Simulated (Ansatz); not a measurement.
## Work function of Ir(100): what the settings cost and change

Aim: the numerical settings behind the work function of Ir(100), with the cost of each.

Main program and level: Ansatz 0.2.0; plane-wave DFT, PBE, Ansatz PAW.

## 1. The structure

The cell holds 7 atoms: 7 Ir. Cell: a = 2.715 Å, b = 2.715 Å, c = 29.520 Å, α = 90.0°, β = 90.0°, γ = 90.0°. Vacuum lies along c.

## 2. Slab, setting cutoff 200 eV

A work function rests on the faint tail of the density, so the SCF threshold is tight. The cutoff is raised first; then mesh and smearing are varied at the default cutoff.

Contents of input.yaml:

```yaml
crystal:
  lattice:
    - [2.7152900398, 0.0, 0.0]
    - [0.0, 2.7152900398, 0.0]
    - [0.0, 0.0, 29.52]
  atoms:
    - { symbol: Ir, position: [0.0, 0.0, 0.3048780488] }
    - { symbol: Ir, position: [0.5, 0.5, 0.3699186992] }
    - { symbol: Ir, position: [0.0, 0.0, 0.4349593496] }
    - { symbol: Ir, position: [0.5, 0.5, 0.5] }
    - { symbol: Ir, position: [0.0, 0.0, 0.5650406504] }
    - { symbol: Ir, position: [0.5, 0.5, 0.6300813008] }
    - { symbol: Ir, position: [0.0, 0.0, 0.6951219512] }
kpoints:
  mp_grid: { grid: [15, 15, 1] }
hamiltonian:
  xc: pbe
scf:
  occupations: { method: fermi_dirac, width: 0.1 }
  convergence: { dr2_threshold: 1.0e-09 }
efield:
  axis: 3
  dipole_correction: true
  ramp_position: 0.97
  ramp_width: 0.06
basis:
  ecutwfc: "200 eV"
output:
  write_potential: true
  write_density: true
  volumetric_format: npy
  elf: true
```

Started as:

```console
> ansatz run input.yaml --threads 2 --pin off --max-ram 3072MiB --backend cpu --events-out ev --progress --plain --runs-dir out
```

Numbers of over 12 decimals in the logs are rounded to 6 here.

The program printed:

```text
Warning: basis.ecutwfc = 200 eV is below the records' recommended 420 eV, and the density's cutoff is lower with it unless basis.ecutrho_ratio is high enough to keep the records' density cutoff: compare with a run at a higher cutoff
Engine: ansatz 0.2.0, aarch64-unknown-linux-gnu
Pseudopotentials: kind: paw
Pseudopotential: Ir, paw, valence charge 17, recommended cutoff 420 eV (normal), Ir.paw.azcp
Functional definition: PBE
  parameter kappa = 0.804
  parameter beta = 0.066725
  exchange = pbe_x(kappa = kappa, mu = beta*pi^2/3)
  correlation = pbe_c(beta = beta)
Crystal: 7 atoms, lattice volume = 217.645 Å³
Basis set: ecut = 200 eV, 1353 PW (Γ)
Bands: 72, of which v1, the nominal top of the filled ones, is band 60 counted from 1 (59 counted from 0)
Symmetry: 8 space group operations
k-points: 36 of 225
Non-local potential: Ir, projectors of the file, l = 0: 3, l = 1: 2, l = 2: 2, l = 3: 1
PAW form: soft (Blöchl's): semilocal exchange-correlation on the pseudo side does not see the compensation charge
PAW one-centre angular grid: Ir, 590 points (default); XC on 64 Gauss nodes
Initial density: superposition of atomic densities (neutral atoms: chi_scale 0, normalization atom), corrected by the library's trained network
Initial wavefunctions: pseudopotential atomic-orbital guess
Functional: x = pbe(κ = 0.804, μ = 0.219515), c = pbe(β = 0.066725)
SCF iter   1: F=—  HF=-83479.042622 eV  |F-HF|=—  |Δ(HF+E_count)|=         —  Δρ=1.06e-1  dr2=2.64e1  ethr=1.77e-3  p=0.000 e·Å  D=2.00e-14 V/Å  ΔV_dip=-0.00 eV  dr2_dipole=4.06e-6  V_vac-E_F(+/−)=4.27/4.27 eV  ⟨swp⟩=7.6  Hψ=10974  notcnv=0  defer=13
efield: sawtooth ramp at fractional position 0.9700 (set: `efield.ramp_position`, or a place that a band, a saddle search or an elastic batch's reference lends), width 0.0600; the density the first Hamiltonian is built on has a dipole p = 0.000 e·Å; the dipole correction subtracts the counter field D = 2.00e-14 V/Å, which shifts the + side's vacuum level by -0.00 eV against the − side's; the planar-averaged density in the ramp window peaks in size at 4.4e-6 e/Å³
preconditioner: auto → LDOS  [metal: Δε(μ)=0.031 eV  Ē_g=6.459 eV  σ=0.100 eV  W_gap=0.08  n_scr=58 (ndim 8)  ℏωp=20.0 eV  f_vac=0.494  D(μ)=6.52/eV (n_scr^D=32)  β→1.0]
SCF iter   2: F=—  HF=-83475.853979 eV  |F-HF|=—  |Δ(HF+E_count)|=    3.19e0  Δρ=6.17e-2  dr2=8.76e0  ethr=1.77e-3  p=-0.000 e·Å  D=-2.11e-5 V/Å  ΔV_dip=0.00 eV  dr2_dipole=1.06e-5  V_vac-E_F(+/−)=6.43/6.43 eV  ⟨swp⟩=3.1  Hψ=7062  notcnv=0  defer=26
SCF iter   3: F=—  HF=-83472.853706 eV  |F-HF|=—  |Δ(HF+E_count)|=    3.00e0  Δρ=6.34e-3  dr2=8.61e-2  ethr=1.77e-3  p=-0.000 e·Å  D=-1.41e-5 V/Å  ΔV_dip=0.00 eV  dr2_dipole=8.02e-7  V_vac-E_F(+/−)=6.07/6.07 eV  ⟨swp⟩=2.8  Hψ=5816  notcnv=0  defer=29
SCF iter   4: F=—  HF=-83472.831121 eV  |F-HF|=—  |Δ(HF+E_count)|=   2.26e-2  Δρ=2.48e-3  dr2=3.05e-2  ethr=7.23e-5  p=-0.000 e·Å  D=-2.26e-6 V/Å  ΔV_dip=0.00 eV  dr2_dipole=1.61e-8  V_vac-E_F(+/−)=6.04/6.05 eV  ⟨swp⟩=3.7  Hψ=6767  notcnv=0  defer=31
SCF iter   5: F=—  HF=-83472.824886 eV  |F-HF|=—  |Δ(HF+E_count)|=   6.23e-3  Δρ=6.14e-4  dr2=9.23e-4  ethr=2.56e-5  p=-0.000 e·Å  D=-1.81e-6 V/Å  ΔV_dip=0.00 eV  dr2_dipole=2.82e-9  V_vac-E_F(+/−)=6.09/6.09 eV  ⟨swp⟩=2.1  Hψ=3797  notcnv=0  defer=31
SCF iter   6: F=—  HF=-83472.824755 eV  |F-HF|=—  |Δ(HF+E_count)|=   1.31e-4  Δρ=1.81e-4  dr2=3.17e-4  ethr=7.75e-7  p=-0.000 e·Å  D=-1.03e-6 V/Å  ΔV_dip=0.00 eV  dr2_dipole=3.58e-10  V_vac-E_F(+/−)=6.09/6.10 eV  ⟨swp⟩=3.2  Hψ=5346  notcnv=0  defer=31
SCF iter   7: F=—  HF=-83472.824776 eV  |F-HF|=—  |Δ(HF+E_count)|=   2.11e-5  Δρ=3.77e-5  dr2=3.14e-6  ethr=2.66e-7  p=-0.000 e·Å  D=-4.27e-7 V/Å  ΔV_dip=0.00 eV  dr2_dipole=6.09e-12  V_vac-E_F(+/−)=6.09/6.10 eV  ⟨swp⟩=2.0  Hψ=3733  notcnv=0  defer=31
SCF iter   8: F=—  HF=-83472.824785 eV  |F-HF|=—  |Δ(HF+E_count)|=   8.83e-6  Δρ=1.69e-5  dr2=7.45e-7  ethr=2.64e-9  p=-0.000 e·Å  D=-2.54e-7 V/Å  ΔV_dip=0.00 eV  dr2_dipole=7.29e-12  V_vac-E_F(+/−)=6.09/6.10 eV  ⟨swp⟩=3.1  Hψ=5562  notcnv=0  defer=31
SCF iter   9: F=—  HF=-83472.824788 eV  |F-HF|=—  |Δ(HF+E_count)|=   2.61e-6  Δρ=5.66e-6  dr2=1.30e-7  ethr=6.26e-10  p=-0.000 e·Å  D=-1.00e-7 V/Å  ΔV_dip=0.00 eV  dr2_dipole=7.50e-13  V_vac-E_F(+/−)=6.10/6.10 eV  ⟨swp⟩=3.2  Hψ=5708  notcnv=0  defer=31
SCF iter  10: F=—  HF=-83472.824788 eV  |F-HF|=—  |Δ(HF+E_count)|=   1.15e-7  Δρ=1.50e-6  dr2=6.17e-9  ethr=1.09e-10  p=-0.000 e·Å  D=-2.32e-8 V/Å  ΔV_dip=0.00 eV  dr2_dipole=3.13e-13  V_vac-E_F(+/−)=6.10/6.10 eV  ⟨swp⟩=2.6  Hψ=4945  notcnv=0  defer=31
SCF iter  11: F=-83472.824788 eV  HF=-83472.824788 eV  |F-HF|=1.75e-10  |Δ(HF+E_count)|=   1.14e-9  Δρ=3.23e-7  dr2=7.82e-10  ethr=1.00e-12  p=-0.000 e·Å  D=-2.17e-9 V/Å  ΔV_dip=0.00 eV  dr2_dipole=3.41e-15  V_vac-E_F(+/−)=6.10/6.10 eV  ⟨swp⟩=9.2  Hψ=7443  notcnv=0
WARN: efield: at this solve's end the planar-averaged density reaches 8.93e-5 e/Å³ inside the ramp window [0.9361, 0.0639] (bound 1e-5 e/Å³), and 7.87e-5 e/Å³ on another of its planes; the window's nearer edge stands 7.11 Å from this solve's nearest atom along the axis. Its work functions, free energy, forces, stress, dipole, levels and responses can be off, and this figure does not tell by how much. A short vacuum, a low `basis.ecutwfc` or `basis.ecutrho_ratio` and negative occupations (`scf.occupations.method`) can put density there. See the manual's quickstart, § The vacuum guard
SCF 1 converged in 11 iterations: F = -83472.824788 eV  dr2 = 7.82e-10
  greatest PAW one-centre occupation: 1.085 electrons in one spin orbital (limit 2), on the Ir atom at site 0 (counted from 0), in its partial waves of l = 1
WARN: The output density's exchange-correlation potential varies sharply where the density is thin. Do not read a vacuum level from v_tot or v_xc, or from such a field of the output density. On a cell that repeats whose density bears no net charge and no dipole along the vacuum's axis use v_es (v_loc + v_h of the components); under efield.dipole_correction with no amplitude use v_es + v_field, which holds any externa [...]
SCF converged after 11 iterations
Free energy (F): -83472.824788 eV
Harris-Foulkes:  -83472.824788 eV  (|F-HF|=1.75e-10)
Internal energy: -83472.559723 eV  (E = F + TS)
E sigma→0 (E₀):  -83472.692256 eV
Entropy (-TS):   -0.265065 eV (-37.866 meV/atom)
Fermi energy:    8.467804 eV
Dipole field:    D = -0.000000 V/Å  (p = -0.000000 e·Å, saw-weighted, corrected)
Work function:   Φ+ = 6.0956 eV (in doubt: plateau slope 3.1e-2 eV/Å)   Φ− = 6.1004 eV (in doubt: plateau slope 2.8e-2 eV/Å)
Levels:          The Fermi level and band energies are counted from a zero that moves with the ramp; work functions are not
Vacuum region:   at the solve's end the planar-averaged density reaches 8.93e-5 e/Å³ inside the ramp window [0.9361, 0.0639] (bound 1e-5 e/Å³), and 7.87e-5 e/Å³ on another of its planes
--- Per-component energies (eV) ---
  E_band       = -2682.283489
  E_kinetic    = 4415.865920
  E_local      = -263322.143809  (includes V_loc(G=0)·N_el)
  E_nonlocal   = 367.155526
  E_hartree    = 129748.476238
  E_xc         = -1883.183394
  E_vxc        = -2113.304603  (∫ρ·V_xc dr)
  E_paw        = -64477.336033  (= ΣΔE_a)
  E_vpaw       = -1526.836381  (= ΣTr[D̂ρ^β])
  E_aug_tail   = 0.017142  (compensation charges beyond the density's cutoff)
  E_efield     = 0.000000  (sawtooth field / dipole correction)
  E_vefield    = 0.000000  (∫n·V_field dr)
  E_ewald      = 111678.588687
  E_smearing   = -0.265065  (= −TS)
  E_closure    = -0.000000  (closes the sum)
  Σ components = -83472.824788   (vs F -83472.824788, Δ=0.00e0)
--- Band table (eV; the first three rows and the last of 36) ---
  k-point 0: bands = [... 56 lower, 7.9302, 7.9500, 8.2707, 8.2707, 8.3006, 8.6731, 9.0740, 9.1101, ... 8 higher]
  k-point 1: bands = [... 56 lower, 7.6744, 7.8458, 7.9971, 8.2241, 8.4886, 8.6986, 8.7150, 8.8108, ... 8 higher]
  k-point 2: bands = [... 56 lower, 7.4387, 7.5391, 7.8404, 7.8603, 8.0083, 8.4675, 8.4943, 8.7232, ... 8 higher]
  k-point 35: bands = [... 56 lower, 9.3773, 9.4728, 9.4780, 9.5987, 9.6051, 10.1869, 10.2193, 11.2121, ... 8 higher]
```

Elapsed: 47 s, on 2 threads of Arm Neoverse N1, shared host; peak memory 0.45 GiB.

In the SCF lines HF is the Harris–Foulkes energy and dr2 the Hartree energy of the density residual, in eV; the loop may stop once dr2 is under the threshold and the program's other checks hold. Hψ counts applications of the Hamiltonian.

Numbers from this step:

```yaml
energy_at_zero_smearing: -83472.6923 eV
work_function_upper_face: 6.096 eV
```

Running mean over 1.92 Å of the planar mean; the ramp of the sawtooth is left out. Electron's electrostatic potential energy less the Fermi level against z:

```csv
z (Å),electron's electrostatic potential energy less the Fermi level (eV)
3.28,6.03
3.90,5.99
4.51,5.95
5.12,5.89
5.74,5.81
6.36,5.63
6.97,4.96
7.58,1.60
8.20,-6.17
8.81,-11.8
9.43,-12.9
10.04,-13.2
10.66,-13.4
11.28,-13.5
11.89,-13.5
12.51,-13.5
13.12,-13.5
13.73,-13.5
14.35,-13.5
15.17,-13.5
15.79,-13.5
16.40,-13.5
17.02,-13.5
17.63,-13.5
18.25,-13.5
18.86,-13.4
19.48,-13.2
20.09,-12.9
20.70,-11.8
21.32,-6.17
21.93,1.60
22.55,4.96
23.16,5.63
23.78,5.81
24.39,5.89
25.01,5.95
25.62,5.99
26.24,6.03
```

Valence density in the ca plane at fractional y = 0.000, with atoms of Ir within 0.2 Å of it. It is the smooth field of the valence electrons, not physical close to the nuclei.

Values in e/Å³, 5 rows by 16 columns, each cell a mean:
```
2.1 0.2 1.2 6.2 1.3 0.2 1.9 6.1 0.7 0.2 2.9 5.4 0.3 0.0 0.0 0.0
0.6 0.3 0.4 1.3 0.5 0.3 0.5 1.3 0.4 0.3 0.7 1.2 0.1 0.0 0.0 0.0
0.3 0.4 0.3 0.4 0.3 0.4 0.3 0.4 0.3 0.4 0.4 0.4 0.1 0.0 0.0 0.0
0.9 0.3 0.6 2.7 0.6 0.3 0.9 2.6 0.4 0.3 1.3 2.3 0.2 0.0 0.0 0.0
2.6 0.2 1.5 7.4 1.7 0.2 2.4 7.2 0.9 0.2 3.6 6.4 0.4 0.0 0.0 0.0
```
Columns run along c (16.0 Å, from fractional 0.32 to 0.86 of the cell), rows up along a (2.7 Å). Atoms in or near the plane, at fractional coordinates: Ir at (0.43, 0.00), Ir at (0.57, 0.00), Ir at (0.70, 0.00).

ELF in the ca plane at fractional y = 0.000, with atoms of Ir within 0.2 Å of it. It is the smooth field of the valence electrons, not physical close to the nuclei.

Values, 5 rows by 16 columns, each cell a mean:
```
0.42 0.20 0.34 0.61 0.35 0.21 0.40 0.61 0.29 0.20 0.47 0.60 0.24 0.01 0.00 0.00
0.28 0.34 0.30 0.35 0.30 0.35 0.29 0.34 0.31 0.34 0.28 0.36 0.18 0.01 0.00 0.00
0.29 0.34 0.32 0.30 0.32 0.35 0.32 0.29 0.33 0.34 0.28 0.36 0.19 0.01 0.00 0.00
0.32 0.32 0.30 0.47 0.30 0.33 0.31 0.47 0.31 0.31 0.34 0.46 0.19 0.01 0.00 0.00
0.45 0.15 0.36 0.59 0.37 0.15 0.43 0.59 0.29 0.15 0.50 0.59 0.26 0.01 0.00 0.00
```
Columns run along c (16.0 Å, from fractional 0.32 to 0.86 of the cell), rows up along a (2.7 Å). Atoms in or near the plane, at fractional coordinates: Ir at (0.43, 0.00), Ir at (0.57, 0.00), Ir at (0.70, 0.00).

Electrostatic potential energy in the ca plane at fractional y = 0.000, with atoms of Ir within 0.2 Å of it. With pseudopotentials it is smooth inside the atoms' cores, unlike the true potential.

Ten even steps from '0' (-68 eV) to '9' (14 eV), each cell a mean:
```
26999985100489999730016899986200379999999999
58999997423689999863247999997423689999999999
89999998767899999987678999998877899999999999
99998999888999889998899998999988999999999999
89999999888899999988889999999888999999999999
68999998645789999875468999998645799999999999
37999986201589999841026899996301489999999999
16899985000379999720015899985100379999999999
```
Columns run along c (16.0 Å, from fractional 0.32 to 0.86 of the cell; values clipped at the 3rd and 97th percentile), rows up along a (2.7 Å). Atoms in or near the plane, at fractional coordinates: Ir at (0.43, 0.00), Ir at (0.57, 0.00), Ir at (0.70, 0.00).

The work function is 6.096 eV. The program marks this work function as in doubt.

## 3. Slab

input.yaml, as its differences from that of step 2:

```diff
@@ -26,3 +26,3 @@
 basis:
-  ecutwfc: "200 eV"
+  ecutwfc: "300 eV"
 output:
@@ -31,2 +31 @@
   volumetric_format: npy
-  elf: true
```

The program printed:

```text
[...]
Crystal: 7 atoms, lattice volume = 217.645 Å³
Basis set: ecut = 300 eV, 2575 PW (Γ)
Bands: 72, of which v1, the nominal top of the filled ones, is band 60 counted from 1 (59 counted from 0)
Symmetry: 8 space group operations
k-points: 36 of 225
[...]
k-point 0: bands = [... 56 lower, 7.8796, 7.9427, 8.3043, 8.4498, 8.4498, 8.7832, 9.2484, 9.4285, ... 8 higher]
  k-point 1: bands = [... 56 lower, 7.6889, 7.8464, 8.1454, 8.3721, 8.6248, 8.8185, 8.9133, 9.0103, ... 8 higher]
  k-point 2: bands = [... 56 lower, 7.5127, 7.6332, 7.9670, 8.0368, 8.2231, 8.6323, 8.6885, 9.0082, ... 8 higher]
  k-point 35: bands = [... 56 lower, 9.7881, 10.0693, 10.0816, 10.0922, 10.1043, 10.7307, 10.8110, 11.1954, ... 8 higher]
[key lines of the parts left out:]
SCF converged after 10 iterations
Free energy (F): -83543.389065 eV
Fermi energy:    8.679053 eV
Dipole field:    D = 0.000000 V/Å  (p = 0.000000 e·Å, saw-weighted, corrected)
Work function:   Φ+ = 5.5567 eV   Φ− = 5.5568 eV
```

Run time: 64 s. Hardware: 2 threads; peak memory 0.59 GiB.

The work function is 5.557 eV, -0.539 eV from the run “cutoff 200 eV”, at 1.3 times its CPU time.

## 4. Run

input.yaml, as its differences from that of step 3:

```diff
@@ -26,3 +26,3 @@
 basis:
-  ecutwfc: "300 eV"
+  ecutwfc: "420 eV"
 output:
```

The program printed:

```text
[...]
Crystal: 7 atoms, lattice volume = 217.645 Å³
Basis set: ecut = 420 eV, 4335 PW (Γ)
Bands: 72, of which v1, the nominal top of the filled ones, is band 60 counted from 1 (59 counted from 0)
Symmetry: 8 space group operations
k-points: 36 of 225
[...]
k-point 0: bands = [... 56 lower, 7.8986, 7.9347, 8.3231, 8.4533, 8.4533, 8.7999, 9.2607, 9.4322, ... 8 higher]
  k-point 1: bands = [... 56 lower, 7.6925, 7.8631, 8.1553, 8.3882, 8.6241, 8.8173, 8.9235, 9.0221, ... 8 higher]
  k-point 2: bands = [... 56 lower, 7.5243, 7.6363, 7.9796, 8.0416, 8.2356, 8.6336, 8.6949, 9.0158, ... 8 higher]
  k-point 35: bands = [... 56 lower, 9.7947, 10.0716, 10.0801, 10.0939, 10.1075, 10.7330, 10.8146, 11.1743, ... 8 higher]
[key lines of the parts left out:]
SCF converged after 10 iterations
Free energy (F): -83544.549965 eV
Fermi energy:    8.683299 eV
Dipole field:    D = 0.000000 V/Å  (p = 0.000000 e·Å, saw-weighted, corrected)
Work function:   Φ+ = 5.5472 eV   Φ− = 5.5472 eV
```

Run time: 90 s. Hardware: 2 threads; peak memory 0.82 GiB; 2.5 min of CPU time.

The work function is 5.547 eV, -0.548 eV from the run “cutoff 200 eV”, at 2.0 times its CPU time.

## 5. Run

input.yaml, as its differences from that of step 4:

```diff
@@ -26,3 +26,3 @@
 basis:
-  ecutwfc: "420 eV"
+  ecutwfc: "600 eV"
 output:
```

The program printed:

```text
[...]
Crystal: 7 atoms, lattice volume = 217.645 Å³
Basis set: ecut = 600 eV, 7325 PW (Γ)
Bands: 72, of which v1, the nominal top of the filled ones, is band 60 counted from 1 (59 counted from 0)
Symmetry: 8 space group operations
k-points: 36 of 225
[...]
k-point 0: bands = [... 56 lower, 7.8984, 7.9340, 8.3229, 8.4531, 8.4531, 8.7996, 9.2605, 9.4321, ... 8 higher]
  k-point 1: bands = [... 56 lower, 7.6923, 7.8630, 8.1551, 8.3881, 8.6238, 8.8168, 8.9232, 9.0219, ... 8 higher]
  k-point 2: bands = [... 56 lower, 7.5242, 7.6360, 7.9794, 8.0413, 8.2354, 8.6333, 8.6947, 9.0157, ... 8 higher]
  k-point 35: bands = [... 56 lower, 9.7945, 10.0714, 10.0800, 10.0938, 10.1073, 10.7329, 10.8145, 11.1732, ... 8 higher]
[key lines of the parts left out:]
SCF converged after 10 iterations
Free energy (F): -83544.570111 eV
Fermi energy:    8.683062 eV
Dipole field:    D = 0.000000 V/Å  (p = 0.000000 e·Å, saw-weighted, corrected)
Work function:   Φ+ = 5.5473 eV   Φ− = 5.5474 eV
```

Run time: 2.4 min. Hardware: 2 threads; peak memory 1.2 GiB.

The work function is 5.547 eV, +0.000 eV from the run “cutoff 420 eV”, at 1.6 times its CPU time.

## 6. Run

input.yaml, as its differences from that of step 5:

```diff
@@ -14,3 +14,3 @@
 kpoints:
-  mp_grid: { grid: [15, 15, 1] }
+  mp_grid: { grid: [3, 3, 1] }
 hamiltonian:
@@ -25,4 +25,2 @@
   ramp_width: 0.06
-basis:
-  ecutwfc: "600 eV"
 output:
```

The program printed:

```text
[...]
Crystal: 7 atoms, lattice volume = 217.645 Å³
Basis set: ecut = 420 eV, 4335 PW (Γ)
Bands: 72, of which v1, the nominal top of the filled ones, is band 60 counted from 1 (59 counted from 0)
Symmetry: 8 space group operations
k-points: 3 of 9
[...]
Work function:   Φ+ = 5.4505 eV   Φ− = 5.4505 eV
[...]
--- Band table (eV) ---
  k-point 0: bands = [... 56 lower, 8.0063, 8.0364, 8.4700, 8.5286, 8.5286, 8.9555, 9.4404, 9.5066, ... 8 higher]
  k-point 1: bands = [... 56 lower, 7.6419, 8.3076, 8.4521, 8.6543, 8.8615, 9.0140, 9.0716, 9.2789, ... 8 higher]
  k-point 2: bands = [... 56 lower, 8.4038, 8.4408, 8.4495, 8.6062, 8.9490, 9.0528, 9.5053, 10.0193, ... 8 higher]
[key lines of the parts left out:]
SCF converged after 11 iterations
Free energy (F): -83541.658988 eV
Fermi energy:    8.644639 eV
Dipole field:    D = 0.000002 V/Å  (p = 0.000002 e·Å, saw-weighted, corrected)
```

Run time: 10 s. Hardware: 2 threads; peak memory 0.43 GiB.

The work function is 5.450 eV, -0.097 eV from the run “cutoff 420 eV”, at 0.091 times its CPU time.

## 7. Run

input.yaml, as its differences from that of step 6:

```diff
@@ -14,3 +14,3 @@
 kpoints:
-  mp_grid: { grid: [3, 3, 1] }
+  mp_grid: { grid: [5, 5, 1] }
 hamiltonian:
```

The program printed:

```text
[...]
Crystal: 7 atoms, lattice volume = 217.645 Å³
Basis set: ecut = 420 eV, 4335 PW (Γ)
Bands: 72, of which v1, the nominal top of the filled ones, is band 60 counted from 1 (59 counted from 0)
Symmetry: 8 space group operations
k-points: 6 of 25
[...]
k-point 0: bands = [... 56 lower, 7.8708, 7.9492, 8.3099, 8.4702, 8.4702, 8.7824, 9.2561, 9.4467, ... 8 higher]
  k-point 1: bands = [... 56 lower, 7.5189, 7.6784, 7.7496, 7.9050, 8.0452, 8.5688, 8.7850, 9.1748, ... 8 higher]
  k-point 2: bands = [... 56 lower, 7.6773, 8.3113, 8.6265, 9.0237, 9.0886, 9.1244, 9.3065, 9.5277, ... 8 higher]
  k-point 5: bands = [... 56 lower, 9.1771, 9.2519, 9.2541, 9.3332, 9.5677, 9.6777, 9.9503, 10.1643, ... 8 higher]
[key lines of the parts left out:]
SCF converged after 10 iterations
Free energy (F): -83544.280525 eV
Fermi energy:    8.840926 eV
Dipole field:    D = 0.000000 V/Å  (p = 0.000000 e·Å, saw-weighted, corrected)
Work function:   Φ+ = 5.3962 eV   Φ− = 5.3962 eV
```

Wall time 19 s (2 threads); peak memory 0.46 GiB.

The work function is 5.396 eV, -0.151 eV from the run “cutoff 420 eV”, at 0.18 times its CPU time.

(Part 1 of 2 ends here.)

[Logs are printed without paths, hosts, clocks, repeated set-up lines and the standing remarks that a program may print on its own settings, such as how far it seeks lower states.]

[Hosts, paths, dates, database ids (printed as entryN), source tags and the programs' standing remarks are cut or masked in the printed files.]

[Maps of the electrostatic potential energy from Ansatz leave out the sawtooth potential of an applied field or a dipole correction, so their vacuum need not be flat; planar profiles and work functions include it.]
